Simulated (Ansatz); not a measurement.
# CaAs2Pd2 (I4/mmm): phonon-mediated transition temperature

What Tc do the phonons of CaAs2Pd2 (I4/mmm) give, and how does it depend on μ*? The cell shown first is a relaxed one, from steps not shown here.

Calculated with Ansatz 0.2.0; DFT PBEsol, scalar-relativistic, plane waves, PAW.

The experiments to compare with:

“Superconducting and Normal State Properties of APd2As2 (A = Ca, Sr, Ba) Single Crystals” (2013, arxiv:1304.7148) reports for CaPd2As2, by relaxation calorimetry (PdAs flux-grown single crystal): superconducting transition temperature (bulk Tc from heat capacity jump) 1.27 ± 0.03 K.

### 1. The cell after earlier relaxation steps

It takes space group I4/mmm (No. 139, tetragonal). The conventional cell has a = 4.277 Å, b = 4.277 Å, c = 10.128 Å, α = 90.00°, β = 90.00°, γ = 90.00°. Ca has 10 As at 3.26 to 3.84 Å and 8 Pd at 3.31 Å nearest. As has 1 As at 2.45 Å and 4 Pd at 2.51 Å and 5 Ca at 3.26 to 3.84 Å nearest. Pd has 4 As at 2.51 Å and 4 Pd at 3.02 Å and 4 Ca at 3.31 Å nearest. Farther neighbours are not listed.

As a file:

```cif
data_structure
_symmetry_space_group_name_H-M 'I4/mmm'
_symmetry_Int_Tables_number 139
_cell_length_a 4.2772
_cell_length_b 4.2772
_cell_length_c 10.1277
_cell_angle_alpha 90.000
_cell_angle_beta 90.000
_cell_angle_gamma 90.000
_cell_volume 185.28
loop_
_atom_site_label
_atom_site_type_symbol
_atom_site_symmetry_multiplicity
_atom_site_Wyckoff_symbol
_atom_site_fract_x
_atom_site_fract_y
_atom_site_fract_z
_atom_site_occupancy
Ca1 Ca 2 a 0.00000 0.00000 0.00000 1
As1 As 4 e 0.00000 0.00000 0.37895 1
Pd1 Pd 4 d 0.00000 0.50000 0.25000 1
```

### 2. Electron–phonon run: q 3×3×3, k 9×9×9, scattering 16×16×16

The run that gives the couplings also evaluates McMillan's and Allen and Dynes's formulas and, where asked, the Eliashberg equations, over a range of μ*.

The input, input.yaml:

```yaml
crystal:
  lattice:
    - [-2.1386245513, 2.1386245513, 5.063853775]
    - [2.1386245513, -2.1386245513, 5.063853775]
    - [2.1386245513, 2.1386245513, -5.063853775]
  atoms:
    - { symbol: Ca, position: [0.0, 0.0, 0.0] }
    - { symbol: As, position: [0.3789511563, 0.3789511563, 0.0] }
    - { symbol: As, position: [0.6210488437, 0.6210488437, 0.0] }
    - { symbol: Pd, position: [0.75, 0.25, 0.5] }
    - { symbol: Pd, position: [0.25, 0.75, 0.5] }
kpoints:
  mp_grid: { grid: [9, 9, 9] }
hamiltonian:
  xc: pbesol
scf:
  occupations: { method: methfessel_paxton, width: 0.2 }
output:
  eigenvalues: true
phonons:
  method: dfpt
  qmesh: [3, 3, 3]
  temperatures: { t_max: 1000, t_step: 50 }
  qpath:
    path:
      - [0.0, 0.0, 0.0]
      - [0.0, 0.0, 0.5]
      - [0.25, 0.25, 0.25]
      - [0.0, 0.5, 0.0]
      - [0.0, 0.0, 0.0]
      - [0.5, 0.5, -0.5]
    npoints: 6
  electrical_resistivity:
    mesh: [16, 16, 16]
    temperatures: [20.0, 50.0, 80.0, 100.0, 150.0, 200.0, 273.0, 300.0, 400.0, 500.0, 600.0, 800.0]
  superconductivity: { mesh: [16, 16, 16] }
```

Command:

```sh
> ansatz run input.yaml --threads 16 --pin off --max-ram 61440MiB --backend cuda --events-out ev --progress --plain --runs-dir out
```

Numbers of over 12 decimals in the logs are rounded to 6 here.

What it wrote:

```text
Warning: phonons: the dynamical matrix that this run interpolates holds no multipole term above the dipole-dipole one, and a site of this crystal is no centre of inversion, so its interpolated transverse optical and acoustic branches and sound speeds can stay off near Gamma, and the density of states and the thermodynamics with them. What a run solves at a wave vector of phonons.qpoints, Gamma apart, where the deck admits one, is free of this, and under fd what a larger phonons.supercell samples
Engine: ansatz 0.2.0, aarch64-unknown-linux-gnu
Pseudopotentials: kind: paw
Pseudopotential: Ca, paw, valence charge 10, recommended cutoff 420 eV (normal), Ca.paw.azcp
Pseudopotential: As, paw, valence charge 15, recommended cutoff 420 eV (normal), As.paw.azcp
Pseudopotential: Pd, paw, valence charge 18, recommended cutoff 420 eV (normal), Pd.paw.azcp
Functional definition: PBEsol
  exchange = pbesol_x
  correlation = pbesol_c
[...]
Crystal: 5 atoms, lattice volume = 92.642 Å³
Basis set: ecut = 420 eV, 1793 PW (Γ), exchange–correlation on 80×80×80 points (8 copies of the dense FFT grid, shifted against one another)
Bands: 46, of which v1, the nominal top of the filled ones, is band 38 counted from 1 (37 counted from 0)
Symmetry: 16 space group operations
k-points: 75 of 729
Non-local potential: Ca, projectors of the file, l = 0: 3, l = 1: 2, l = 2: 2
Non-local potential: As, projectors of the file, l = 0: 2, l = 1: 2, l = 2: 3, l = 3: 1
Non-local potential: Pd, projectors of the file, l = 0: 2, l = 1: 2, l = 2: 2, l = 3: 1
PAW form: soft (Blöchl's): semilocal exchange-correlation on the pseudo side does not see the compensation charge
PAW frozen core: Ca, regenerated for the run's functional, and the local potential with it (the file was generated under x = pbe(κ = 0.804, μ = 0.219515), c = pbe(β = 0.066725))
PAW frozen core: As, regenerated for the run's functional, and the local potential with it (the file was generated under x = pbe(κ = 0.804, μ = 0.219515), c = pbe(β = 0.066725))
PAW frozen core: Pd, regenerated for the run's functional, and the local potential with it (the file was generated under x = pbe(κ = 0.804, μ = 0.219515), c = pbe(β = 0.066725))
PAW one-centre angular grid: Ca, 110 points (default); XC on 64 Gauss nodes
PAW one-centre angular grid: As, 590 points (default); XC on 64 Gauss nodes
PAW one-centre angular grid: Pd, 590 points (default); XC on 64 Gauss nodes
Initial density: superposition of atomic densities (neutral atoms: chi_scale 0, normalization atom), corrected by the library's trained network
Initial wavefunctions: pseudopotential atomic-orbital guess
[...]
Functional: x = pbesol(κ = 0.804, μ = 0.123457), c = pbesol(β = 0.046)
SCF iter   1: F=—  HF=-25236.909177 eV  |F-HF|=—  |Δ(HF+E_count)|=         —  Δρ=6.09e-3  dr2=3.53e-2  ethr=1.77e-3  ⟨swp⟩=7.1  Hψ=13723  notcnv=0
preconditioner: auto → Kerker (q_TF=auto, 2.640 Å⁻¹)  [metal: Δε(μ)=0.004 eV  Ē_g=10.438 eV  σ=0.200 eV  W_gap=0.02  n_scr=32 (ndim 8)  ℏωp=23.8 eV  f_vac=0.000  D(μ)=2.24/eV (n_scr^D=14)]
SCF iter   2: F=—  HF=-25236.901736 eV  |F-HF|=—  |Δ(HF+E_count)|=   7.44e-3  S|Δr|=    0.00e0  Δρ=2.43e-3  dr2=6.33e-3  ethr=4.64e-5  ⟨swp⟩=2.7  Hψ=6515  notcnv=0
[...]
SCF iter  11: F=-25236.900720 eV  HF=-25236.900720 eV  |F-HF|=7.28e-12  |Δ(HF+E_count)|=  1.09e-11  S|Δr|=    0.00e0  Δρ=7.03e-8  dr2=6.07e-12  ethr=1.00e-12  ⟨swp⟩=9.2  Hψ=16485  notcnv=0
SCF 1 converged in 11 iterations: F = -25236.900720 eV  dr2 = 6.07e-12
  greatest PAW one-centre occupation: 0.999 electrons in one spin orbital (limit 2), on the As atom at site 2 (counted from 0), in its partial waves of l = 2
[...]
iter 1 solved again at ethr=2.58e-7 eV; its pass at ethr=3.10e-3 eV (dr2=1.96e-4 eV) is discarded
SCF iter   1: F=—  HF=-25236.900406 eV  |F-HF|=—  |Δ(HF+E_count)|=         —  Δρ=4.72e-7  dr2=1.82e-10  ethr=2.58e-7  ⟨swp⟩=3.0  Hψ=21320  notcnv=0
[...]
SCF 2 converged in 4 iterations: F = -25236.900720 eV  dr2 = 6.40e-12
[...]
SCF 3 converged in 11 iterations: F = -25236.900720 eV  dr2 = 5.97e-12
[...]
SCF converged after 11 iterations
[...]
mean free path at 100 K (of a tensor a third of its trace): 21.4 nm by what each carries, 18.9 by the Fermi surface alone
  Hall coefficient in a weak field at 100 K (a third of the trace): 9.640e-12 m³/C (as a tensor it moves by 28.4 % between the two finest meshes); by each state's relaxation time: 5.461e-12 m³/C; by a constant relaxation time: -2.276e-11 m³/C
  mean free path at 150 K (of a tensor a third of its trace): 12.7 nm by what each carries, 11.4 by the Fermi surface alone
  Hall coefficient in a weak field at 150 K (a third of the trace): 4.842e-12 m³/C (as a tensor it moves by 28.9 % between the two finest meshes); by each state's relaxation time: (none: it, or that of a finer mesh, parts from a neighbouring mesh's by over half of the finer one's); by a constant relaxation time: -2.244e-11 m³/C
  mean free path at 200 K (of a tensor a third of its trace): 9.14 nm by what each carries, 8.24 by the Fermi surface alone
  Hall coefficient in a weak field at 200 K (a third of the trace): 3.441e-12 m³/C (as a tensor it moves by 28.7 % between the two finest meshes); by each state's relaxation time: (none: it, or that of a finer mesh, parts from a neighbouring mesh's by over half of the finer one's); by a constant relaxation time: -2.178e-11 m³/C
  mean free path at 273 K (of a tensor a third of its trace): 6.52 nm by what each carries, 5.89 by the Fermi surface alone
  Hall coefficient in a weak field at 273 K (a third of the trace): 3.493e-12 m³/C (as a tensor it moves by 28.0 % between the two finest meshes); by each state's relaxation time: (none: it, or that of a finer mesh, parts from a neighbouring mesh's by over half of the finer one's); by a constant relaxation time: -2.044e-11 m³/C
  mean free path at 300 K (of a tensor a third of its trace): 5.90 nm by what each carries, 5.34 by the Fermi surface alone
  Hall coefficient in a weak field at 300 K (a third of the trace): 3.810e-12 m³/C (as a tensor it moves by 27.7 % between the two finest meshes); by each state's relaxation time: (none: it, or that of a finer mesh, parts from a neighbouring mesh's by over half of the finer one's); by a constant relaxation time: -1.989e-11 m³/C
  mean free path at 400 K (of a tensor a third of its trace): 4.37 nm by what each carries, 3.95 by the Fermi surface alone
  Hall coefficient in a weak field at 400 K (a third of the trace): 5.638e-12 m³/C (as a tensor it moves by 26.7 % between the two finest meshes); by each state's relaxation time: (none: it, or that of a finer mesh, parts from a neighbouring mesh's by over half of the finer one's); by a constant relaxation time: -1.769e-11 m³/C
  mean free path at 500 K (of a tensor a third of its trace): 3.48 nm by what each carries, 3.14 by the Fermi surface alone
  Hall coefficient in a weak field at 500 K (a third of the trace): 8.137e-12 m³/C (as a tensor it moves by 25.6 % between the two finest meshes); by each state's relaxation time: (none: it, or that of a finer mesh, parts from a neighbouring mesh's by over half of the finer one's); by a constant relaxation time: -1.536e-11 m³/C
  mean free path at 600 K (of a tensor a third of its trace): 2.88 nm by what each carries, 2.60 by the Fermi surface alone
  Hall coefficient in a weak field at 600 K (a third of the trace): 1.109e-11 m³/C (as a tensor it moves by 24.7 % between the two finest meshes); by each state's relaxation time: (none: it, or that of a finer mesh, parts from a neighbouring mesh's by over half of the finer one's); by a constant relaxation time: -1.293e-11 m³/C
  mean free path at 800 K (of a tensor a third of its trace): 2.15 nm by what each carries, 1.93 by the Fermi surface alone
  Hall coefficient in a weak field at 800 K (a third of the trace): 1.803e-11 m³/C (as a tensor it moves by 23.3 % between the two finest meshes); by each state's relaxation time: 1.503e-11 m³/C; by a constant relaxation time: -7.853e-12 m³/C
  the resistivity times a path that all electrons share, by the Fermi surface of the deck's mesh alone (a third of the trace): 1.505e-15 Ω·m²
  not converged in the mesh (λ; λ_tr; the resistivity at 20 K by 9.11 %; the resistivity at 50 K by 10.09 %; the resistivity at 80 K by 9.94 %; the resistivity at 100 K by 9.84 %; the resistivity at 150 K by 9.64 %; the resistivity at 200 K by 9.44 %; the resistivity at 273 K by 9.14 %; the resistivity at 300 K by 9.02 %; the resistivity at 400 K by 8.59 %; the resistivity at 500 K by 8.15 %; the resistivity at 600 K [...]
  vibrations of 27 cells: unjudged by the run; compare a larger repeat
  the changes of the potential over all sites missed a rigid shift's by 0.00 % (the site terms' by 0.02 %)
  at the force constants' own smearing the fine mesh and the k-points of their solves give squared frequencies that differ by 33.5 % of the larger at the most, at (0, 0, 0)
--- Superconductivity: potentials and phonons of a 3×3×3 supercell ---
           mesh         λ    ħω_log (meV)  μ* declared at (meV)
       16×16×16    0.5388           8.943               12.856
          8×8×8    0.5761           8.915               12.806
          4×4×4    0.5826           8.399               11.969
  λ by the species' shares of the modes' patterns: Ca 0.0389, As 0.1871, Pd 0.3128
  with the Fermi level up to 31.6 meV (the hardest mode) off, states and modes as they are: density of states 0.8910 to 0.8953 /eV of one spin and cell, λ 0.5338 to 0.5416
  transition temperature on the deck's mesh (K), isotropic and anisotropic, restricted to the Fermi surface (FSR) and over the full bandwidth (FBW), and the last with the density of states resolved in a narrower window:
        μ*   McMillan   Allen–Dynes      iso. FSR      iso. FBW    aniso. FSR    aniso. FBW  narrow window
      0.08      2.130         2.196         1.938         1.937         2.141         2.140          2.141
      0.10      1.669         1.716         1.474         1.474         1.678         1.678          1.678
      0.12      1.264         1.296         1.087         1.087         1.288         1.288          1.288
      0.13      1.083         1.109         0.921         0.921         1.119         1.119          1.119
      0.14      0.918         0.939         0.773         0.773         0.967         0.967          0.967
      0.16      0.632         0.646         0.527         0.527         0.708         0.708          0.708
      0.20      0.241         0.245         0.208         0.208         0.352         0.351          0.351
  isotope coefficients −∂ln Tc/∂ln M under μ* = 0.13, the force constants as they are, of the isotropic transitions restricted to the Fermi surface and over the full bandwidth: Ca 0.001 and 0.001, As 0.088 and 0.088, Pd 0.267 and 0.267
  gaps at the Fermi level over the full bandwidth under μ* = 0.1, 0.420 K: 0.148 to 0.335 meV
  gaps at the Fermi level over the full bandwidth under μ* = 0.13, 0.280 K: 0.086 to 0.228 meV
  gaps at the Fermi level over the full bandwidth under μ* = 0.16, 0.177 K: 0.045 to 0.148 meV
  not converged in the mesh (λ, the transition temperature): between neighbouring meshes, the two finest first, λ moves by 6.92 % and 1.12 % and the anisotropic transition temperature over the full bandwidth at μ* = 0.13 by 30.38 % and 10.59 %; converged means that the two finest part by at most 2.00 % and 5.00 %
  vibrations of 27 cells: unjudged by the run; compare a larger repeat
  the changes of the potential over all sites missed a rigid shift's by 0.00 % (the site terms' by 0.02 %)
  at the force constants' own smearing the fine mesh and the k-points of their solves give squared frequencies that differ by 33.5 % of the larger at the most, at (0, 0, 0)
```

The job ended after 88 s (1 × NVIDIA GB200 with 16 threads of Arm Neoverse V2, shared host; peak memory 6.6 GiB).

Numbers from this step:

- volume per atom: 18.53 Å³/atom
- metallic on mesh: yes
- gap on the k-mesh: 0 eV
- zero-point energy: 0.1235 eV/cell
- share of imaginary modes in the plain interpolation between solved wavevectors: 0
- highest frequency, solved or plainly interpolated: 254 cm⁻¹
- Debye temperature (second moment): 271 K
- resistivity at 300 K: 29.93 μΩ cm, mean of the axes
- coupling constant λ: 0.5388
- density of states at the Fermi level: 0.8951 states/eV a spin and cell
- log mean phonon energy ħω_log: 8.943 meV
- transport coupling constant λ_tr: 0.6445, 0.6445, 0.4658 (xx, yy, zz)
- Drude plasma energy: 4.371, 4.371, 5.871 eV (xx, yy, zz)
- resistivity times mean free path: 17.36, 17.36, 10.43 × 10⁻¹⁶ Ω m² (xx, yy, zz)
- second-moment phonon energy ħω₂: 12.86 meV

Transition temperatures:

```csv
μ*,McMillan Tc (K),Allen–Dynes Tc (K),isotropic Fermi-surface Tc (K),isotropic full bandwidth Tc (K),anisotropic Fermi-surface Tc (K),anisotropic full bandwidth Tc (K),anisotropic narrow window Tc (K)
0.08,2.13,2.2,1.94,1.94,2.14,2.14,2.14
0.1,1.67,1.72,1.47,1.47,1.68,1.68,1.68
0.12,1.26,1.3,1.09,1.09,1.29,1.29,1.29
0.13,1.08,1.11,0.921,0.921,1.12,1.12,1.12
0.14,0.918,0.939,0.773,0.773,0.967,0.967,0.967
0.16,0.632,0.646,0.527,0.527,0.708,0.708,0.708
0.2,0.241,0.245,0.208,0.208,0.352,0.351,0.351
```

(Part 1 of 2 ends here.)

[Logs are printed without paths, hosts, clocks, repeated set-up lines and the standing remarks that a program may print on its own settings, such as how far it seeks lower states.]

[Hosts, paths, dates, database ids (printed as entryN), source tags and the programs' standing remarks are cut or masked in the printed files.]
